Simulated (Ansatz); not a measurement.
# LiSc3 (built on the sites of a database entry of LiAl3): following an unstable mode

Wanted: the energy along a soft mode of LiSc3 (built on the sites of a database entry of LiAl3) and the structure at the end.

Method: DFT PBEsol, scalar-relativistic, plane waves, PAW, in Ansatz 0.2.0.

Most raw output is cut from this account.

The structure was built from a prototype and need not be the compound's stable phase.

**1. The starting structure**

It takes space group Pm-3m (No. 221, cubic). The conventional cell has a = 4.476 Å, b = 4.476 Å, c = 4.476 Å, α = 90.00°, β = 90.00°, γ = 90.00°. Nearest to Li lie 12 Sc at 3.16 Å. Nearest to Sc lie 4 Li at 3.16 Å and 8 Sc at 3.16 Å. Farther neighbours are not listed.

**2. The dispersion**

The cell comes from relaxations at this level that are not shown. Stability and thermal properties need the whole zone. Linear response on a 4×4×4 q mesh gives force constants as far as a supercell of that size would.

Contents of input.yaml:

```yaml
crystal:
  lattice:
    - [4.4755295906, 0.0, 0.0]
    - [0.0, 4.4755295906, 0.0]
    - [0.0, 0.0, 4.4755295906]
  atoms:
    - { symbol: Li, position: [0.0, 0.0, 0.0] }
    - { symbol: Sc, position: [0.5, 0.5, 0.0] }
    - { symbol: Sc, position: [0.5, 0.0, 0.5] }
    - { symbol: Sc, position: [0.0, 0.5, 0.5] }
kpoints:
  mp_grid: { grid: [12, 12, 12] }
hamiltonian:
  xc: pbesol
scf:
  occupations: { method: methfessel_paxton, width: 0.2 }
output:
  eigenvalues: true
phonons:
  method: dfpt
  qmesh: [4, 4, 4]
  temperatures: { t_max: 1000, t_step: 50 }
  qpath:
    path:
      - [[0.0, 0.0, 0.0], [0.0, 0.5, 0.0], [0.5, 0.5, 0.0], [0.0, 0.0, 0.0], [0.5, 0.5, 0.5], [0.0, 0.5, 0.0]]
      - [[0.5, 0.5, 0.5], [0.5, 0.5, 0.0]]
    npoints: 10
```

On the command line:

```
> ansatz run input.yaml --threads 4 --pin off --max-ram 14336MiB --backend cpu --events-out ev --progress --plain --runs-dir out
```

Run time: 28 min. Hardware: 4 threads of Arm Neoverse V2, shared host; peak memory 8.5 GiB; 1.9 h of CPU time.

This step gave:

```
volume per atom                                         : 22.41 Å³
gap on the k-mesh                                       : 0 eV
sum-rule residual before enforcement                    : 2.15e-5 eV/Å²
lowest frequency on the path                            : -127.3 cm⁻¹
point group                                             : m-3m
highest frequency on the path or at a solved wavevector : 320.2 cm⁻¹
highest optical mode at the zone centre (no LO-TO term) : 320.2 cm⁻¹
lowest optical zone-centre mode                         : 133.4 cm⁻¹
lowest mode on the q mesh (acoustic modes at Γ apart)   : -127.3 cm⁻¹
```

Frequencies (cm⁻¹) solved at each irreducible wavevector; negative means imaginary. Frequencies by wavevector, by row:

```csv
q in reciprocal lattice units,star,mode 1,mode 2,mode 3,mode 4,mode 10,mode 11,mode 12
0 0 0,1,0,0,0,133.4,320.2,320.2,320.2
0 0 0.25,6,49.6,49.6,64.9,114.2,318.3,318.3,319.5
0 0 -0.5,3,87.8,87.8,102.8,106,317.7,317.7,317.9
0 0.25 0.25,12,-29.5,67,80.3,104.1,314.5,316.4,317.3
0 0.25 -0.5,12,-36.9,71.3,90.7,100.7,312.4,313.7,314.6
0 -0.5 -0.5,3,-61.1,93.4,93.4,101.2,309.8,310.8,310.8
0.25 0.25 0.25,8,-35.5,-35.5,-19.5,122.3,309.9,309.9,312.5
0.25 0.25 -0.5,12,-75.4,-48.2,-41.6,101.7,305.4,307.7,308.8
0.25 -0.5 -0.5,6,-99.1,-85.5,-85.5,101,301.9,302,302
-0.5 -0.5 -0.5,1,-127.3,-127.3,-127.3,100.2,294.1,294.1,294.1
```

Interpolated from a 4×4×4 q mesh. Phonon branches along the path, in cm⁻¹:

```csv
point,branch 1,branch 2,branch 3,branch 4,branch 9,branch 10,branch 11,branch 12
Γ,0,0,0,133,236,320,320,320
halfway,50,50,65,114,215,318,318,320
X,88,88,103,106,192,318,318,318
halfway,-37,71,91,101,198,312,314,315
M,-61,93,93,101,207,310,311,311
halfway,-30,67,80,104,214,314,316,317
Γ,0,0,0,133,236,320,320,320
halfway,-36,-36,-20,122,224,310,310,312
R,-127,-127,-127,100,250,294,294,294
halfway,-75,-48,-42,102,219,305,308,309
X,88,88,103,106,192,318,318,318
jump to R,-127,-127,-127,100,250,294,294,294
halfway,-99,-86,-86,101,231,302,302,302
M,-61,93,93,101,207,310,311,311
```

Symmetry leaves 10 wavevectors to solve. The lowest mode among them, the acoustic zeros apart, lies at q = (-0.5, -0.5, -0.5) and is imaginary, 127.3i cm⁻¹, so the energy falls along it.

**3. The mode frozen in, largest atomic shift 0 Å**

The mode followed lies at q = (-0.5, -0.5, -0.5) with frequency 127.3i cm⁻¹ and is 3-fold degenerate, the softest among the wavevectors solved. At small amplitude the distorted cell has space group no. 140 by a symmetry search on the positions. The undistorted cell that holds it gives the zero of energy on the same k mesh.

System of this step: LiSc3 (built on the sites of a database entry of LiAl3). The structure is cubic, space group Pm-3m (No. 221). Conventional cell: a = 4.476 Å, b = 4.476 Å, c = 4.476 Å, α = 90.00°, β = 90.00°, γ = 90.00°. Nearest to Li lie 12 Sc at 3.16 Å. Nearest to Sc lie 8 Sc at 3.16 Å and 4 Li at 3.16 Å. Farther neighbours are not listed.

Contents of input.yaml:

```yaml
crystal:
  lattice:
    - [4.4755295906, 4.4755295906, 0.0]
    - [4.4755295906, 0.0, 4.4755295906]
    - [4.4755295906, 0.0, -4.4755295906]
  atoms:
    - { symbol: Li, position: [0.0, 0.5, 0.5] }
    - { symbol: Li, position: [0.0, 0.0, 0.0] }
    - { symbol: Sc, position: [0.5, 0.5, 0.5] }
    - { symbol: Sc, position: [0.5, 0.0, 0.0] }
    - { symbol: Sc, position: [0.0, 0.5, 0.0] }
    - { symbol: Sc, position: [0.0, 0.0, 0.5] }
    - { symbol: Sc, position: [0.5, 0.5, 0.0] }
    - { symbol: Sc, position: [0.5, 0.0, 0.5] }
kpoints:
  mp_grid: { grid: [8, 8, 8] }
hamiltonian:
  xc: pbesol
scf:
  occupations: { method: methfessel_paxton, width: 0.2 }
output:
  forces: true
  stress: true
  eigenvalues: true
```

Elapsed: 3 s, on 4 threads; peak memory 0.64 GiB; 11 s of CPU time.

This step gave:

| Item | Value |
| --- | --- |
| pressure | -0.001330 GPa |
| energy from the undistorted cell | 0 meV/atom |

The run ends at a pressure of 0.00 GPa.

**4. The mode frozen in, largest atomic shift 0.6 Å**

The atoms are moved along the unstable eigenvector, the largest shift by 0.6 Å, with the cell fixed.

input.yaml, the sections that differ from step 3:

```yaml
crystal:
  lattice:
    - [4.4755295906, 4.4755295906, 0.0]
    - [4.4755295906, 0.0, 4.4755295906]
    - [4.4755295906, 0.0, -4.4755295906]
  atoms:
    - { symbol: Li, position: [0.0, 0.5, 0.5] }
    - { symbol: Li, position: [0.0, 0.0, 0.0] }
    - { symbol: Sc, position: [0.5, 0.5670311734, 0.5670311734] }
    - { symbol: Sc, position: [0.5, -0.0670311734, -0.0670311734] }
    - { symbol: Sc, position: [0.0, 0.5, 0.0] }
    - { symbol: Sc, position: [0.0, 0.0, 0.5] }
    - { symbol: Sc, position: [0.5, 0.4329688266, 0.0670311734] }
    - { symbol: Sc, position: [0.5, 0.0670311734, 0.4329688266] }
# kpoints, hamiltonian, scf, output: as in step 3
```

The job ended after 6 s (4 threads; peak memory 0.74 GiB).

Numbers from this step:

```
pressure                         : -1.353 GPa
energy from the undistorted cell : -82.23 meV/atom
```

The energy, extrapolated to zero smearing, is -82.23 meV/atom against the undistorted cell.

The run ends at a pressure of -1.35 GPa, with forces up to 0.33 eV/Å.

**5. Energy along the mode, all amplitudes (two of the runs are shown above)**

An imaginary frequency means negative curvature, so the energy should fall and then rise again as anharmonic terms take over.

Numbers from this step:

```
depth at the lowest point sampled  : 82.23 meV/atom
largest atomic shift at that point : 0.6 Å
```

The energy from the parent by largest atomic shift:

```csv
largest atomic shift (Å),energy from the parent (meV/atom)
0.000,0
0.040,-1.14
0.080,-4.48
0.140,-13.1
0.220,-29.6
0.320,-54.4
0.450,-81.6
0.600,-82.2
```

Displacement at unit largest shift by atom:

```csv
atom,x (Å),y (Å),z (Å),size
Li1,0.00,0.00,0.00,0.00
Li2,0.00,0.00,0.00,0.00
Sc3,1.00,0.00,0.00,1.00
Sc4,-1.00,0.00,0.00,1.00
Sc5,0.00,0.00,0.00,0.00
Sc6,0.00,0.00,0.00,0.00
Sc7,0.00,0.00,-1.00,1.00
Sc8,0.00,0.00,1.00,1.00
```

The lowest of the steps tried is the last one, at 0.6 Å, 82.2 meV/atom below the parent; the bottom of the well need not coincide with a step.

**6. Relaxation from the frozen mode**

Starting from the lowest point found, all atoms and the cell are let go, so that strain and other modes of the same symmetry can join in.

Changes to input.yaml since step 4:

```diff
@@ -24 +24,6 @@
   eigenvalues: true
+relax:
+  adjacent_minimum: "off"
+  f_tol: 0.002
+  max_steps: 120
+  cell: { stress_tol: 0.03 }
```

The job ended after 51 s (4 threads; peak memory 0.79 GiB; 3.3 min of CPU time).

Step by step:

```csv
step,energy less that of the first step (eV),largest force component (eV/Å),pressure (GPa),volume (Å³)
1,0.0000,0.3282,-1.35,179.29
2,0.0058,0.5499,2.46,167.63
3,-0.1627,0.0462,-0.12,175.06
4,-0.2044,0.0241,0.05,174.75
5,-0.2151,0.0006,0.05,174.97
6,-0.2151,0.0022,-0.02,175.26
7,-0.2151,0.0000,0.00,175.18
8*,-0.2148,0.0000,0.00,175.18
```

Relaxation steps marked * repeat the geometry before them on a plane-wave basis chosen anew for their cell, so energy and pressure can jump there. Relaxation step 2 was tried and not accepted.

Forces are held to the 16 operations that the run works with; a distortion that breaks them can't arise in this run.

```csv
"conventional cell, symmetrised",before,after,change
a (Å),6.329,6.063,-4.2 %
b (Å),6.329,6.063,-4.2 %
c (Å),8.951,9.531,+6.5 %
volume (Å³/atom),22.41,21.90,-2.3 %
```

The atoms that moved most (Å, as changes of fractional coordinates times the final cell):

```csv
atom,dx,dy,dz,length
Sc8,0.000,0.000,-0.025,0.025
Sc7,0.000,0.000,0.025,0.025
Sc4,0.025,0.000,0.000,0.025
Sc3,-0.025,0.000,0.000,0.025
```

Numbers from this step:

- pressure: -0.001595 GPa
- volume per atom: 21.90 Å³

The distorted start has space group I4/mcm; the relaxation ends in I4/mcm.

**7. The new phase in its own primitive cell**

The relaxed structure is symmetrised, reduced to its primitive cell and relaxed tightly, as its phonons need.

Contents of input.yaml:

```yaml
crystal:
  lattice:
    - [-3.0315014478, 3.0315014478, 4.7653839463]
    - [3.0315014478, -3.0315014478, 4.7653839463]
    - [3.0315014478, 3.0315014478, -4.7653839463]
  atoms:
    - { symbol: Li, position: [0.25, 0.75, 0.5] }
    - { symbol: Li, position: [0.75, 0.25, 0.5] }
    - { symbol: Sc, position: [0.1859362225, 0.6859362225, 0.871872445] }
    - { symbol: Sc, position: [0.8140637775, 0.3140637775, 0.128127555] }
    - { symbol: Sc, position: [0.75, 0.75, 0.0] }
    - { symbol: Sc, position: [0.25, 0.25, 0.0] }
    - { symbol: Sc, position: [0.6859362225, 0.8140637775, 0.5] }
    - { symbol: Sc, position: [0.3140637775, 0.1859362225, 0.5] }
kpoints:
  mp_grid: { grid: [8, 8, 8] }
hamiltonian:
  xc: pbesol
scf:
  occupations: { method: methfessel_paxton, width: 0.2 }
output:
  forces: true
  stress: true
  eigenvalues: true
relax:
  adjacent_minimum: "off"
  f_tol: 0.001
  max_steps: 60
  cell: { stress_tol: 0.01 }
```

The job ended after 13 s (4 threads; peak memory 0.78 GiB).

Little changed from the start: no atom moved by 0.005 Å and no cell edge by 0.1 %.

Numbers from this step:

```yaml
pressure: -0.001594 GPa
```

The largest force component left is 0.032 meV/Å and the pressure is -0.002 GPa, within the tolerances set. The cell now holds 21.90 Å³/atom.

**8. Modes of the new phase, k-mesh 8×8×8**

A relaxed structure may still be a saddle point, so its zone-centre modes are computed. No field response is asked, since the mesh shows no gap.

Changes to input.yaml since step 7:

```diff
@@ -21,9 +21,4 @@
 output:
-  forces: true
-  stress: true
   eigenvalues: true
-relax:
-  adjacent_minimum: "off"
-  f_tol: 0.001
-  max_steps: 60
-  cell: { stress_tol: 0.01 }
+phonons:
+  method: dfpt
```

It took 8.7 min on 4 threads; peak memory 7.3 GiB.

This step gave:

```yaml
sum_rule_residual_before_enforcement: 1.91e-5 eV/Å²
point_group: 4/mmm
highest_optical_mode_at_the_zone_centre_no_lo_to_term: 396.0 cm⁻¹
lowest_optical_zone_centre_mode: 53.48 cm⁻¹
```

Patterns of degenerate modes are one choice out of their space. Modes at Γ, with each element's share of the kinetic energy:

```csv
mode,frequency (cm⁻¹),symmetry,Li %,Sc %
1,0.0,acoustic,5,95
2,0.0,acoustic,5,95
3,0.0,acoustic,5,95
4,53.5,Eg,1,99
5,53.5,Eg,1,99
6,120.6,A2g,0,100
7,141.6,B1g,0,100
8,158.5,Eu,2,98
9,158.5,Eu,2,98
10,160.3,Eg,16,84
11,160.3,Eg,16,84
12,181.5,B1u,0,100
13,182.0,A1g,0,100
14,207.2,A2u,2,98
15,238.6,Eu,2,98
16,238.6,Eu,2,98
17,238.6,B2g,4,96
18,248.2,A2g,0,100
19,348.9,Eg,83,17
20,348.9,Eg,83,17
21,352.5,Eu,91,9
22,352.5,Eu,91,9
23,393.3,A2u,93,7
24,396.0,B2g,96,4
```

Displacements in mode 5 (53.5 cm⁻¹), the largest set to 1:
```
Li1  0.02  0.31  0.00
Li2 -0.02 -0.31  0.00
Sc3  0.00  0.00  0.57
Sc4  0.00  0.00 -0.57
Sc5 -0.05  1.00  0.00
Sc6  0.05 -1.00  0.00
Sc7  0.00  0.00 -0.52
Sc8  0.00  0.00  0.52
```

Displacements in mode 22 (352.5 cm⁻¹), the largest set to 1:
```
Li1 -0.03  1.00  0.00
Li2 -0.03  1.00  0.00
Sc3 -0.03 -0.02  0.00
Sc4 -0.03 -0.02  0.00
Sc5  0.00 -0.12  0.00
Sc6  0.00 -0.12  0.00
Sc7  0.03 -0.02  0.00
Sc8  0.03 -0.02  0.00
```

Before it was imposed, the acoustic sum rule was missed by 1.9e-5 eV/Å². Small misses are needed for a sound result but don't prove that mesh and cutoff are converged. The lowest optical mode is real, 53.5 cm⁻¹.

**9. What came out**

| Property | Result |
| --- | --- |
| unstable mode of the parent | q = (-0.5, -0.5, -0.5), 127i cm⁻¹ |
| depth at the lowest point sampled | 82.2 meV/atom |
| largest atomic shift at that point | 0.6 Å |
| space group reached (within 0.01 Å) | I4/mcm |
| energy gained over the parent (first relaxation, on the mesh of the frozen mode) | 109 meV/atom |
| volume per atom, phase reached | 21.9 Å³ |
| lowest optical zone-centre mode, phase reached | 53.5 cm⁻¹ |
| highest optical mode at the zone centre (no LO-TO term), phase reached | 396 cm⁻¹ |

**Reading.** Along this mode the structure falls into I4/mcm, 109 meV/atom below the parent. At the parent's cell the well is 82.23 meV/atom deep on the steps tried, with its lowest point at a shift of 0.6 Å. That is the last step tried, so the steps alone don't bracket the bottom of the well. Relaxing atoms and cell changes the gain by +27.20 meV/atom against the lowest step (energies at zero smearing). The new phase has no imaginary mode at the zone centre of its cell; other wavevectors were not checked. Of the 4 patterns followed to their end from this parent, this one reaches the lowest energy. Each path keeps the symmetry of its pattern, so a lower phase may lie along a pattern not tried. With no gap, or one that is small against the smearing, the frequencies hang on the k mesh and the smearing, most of all near Kohn anomalies. The starting cell was built on a prototype and not taken from a measurement, so the phase need not exist.

[Logs are printed without paths, hosts, clocks, repeated set-up lines and the standing remarks that a program may print on its own settings, such as how far it seeks lower states.]

[Hosts, paths, dates, database ids (printed as entryN), source tags and the programs' standing remarks are cut or masked in the printed files.]
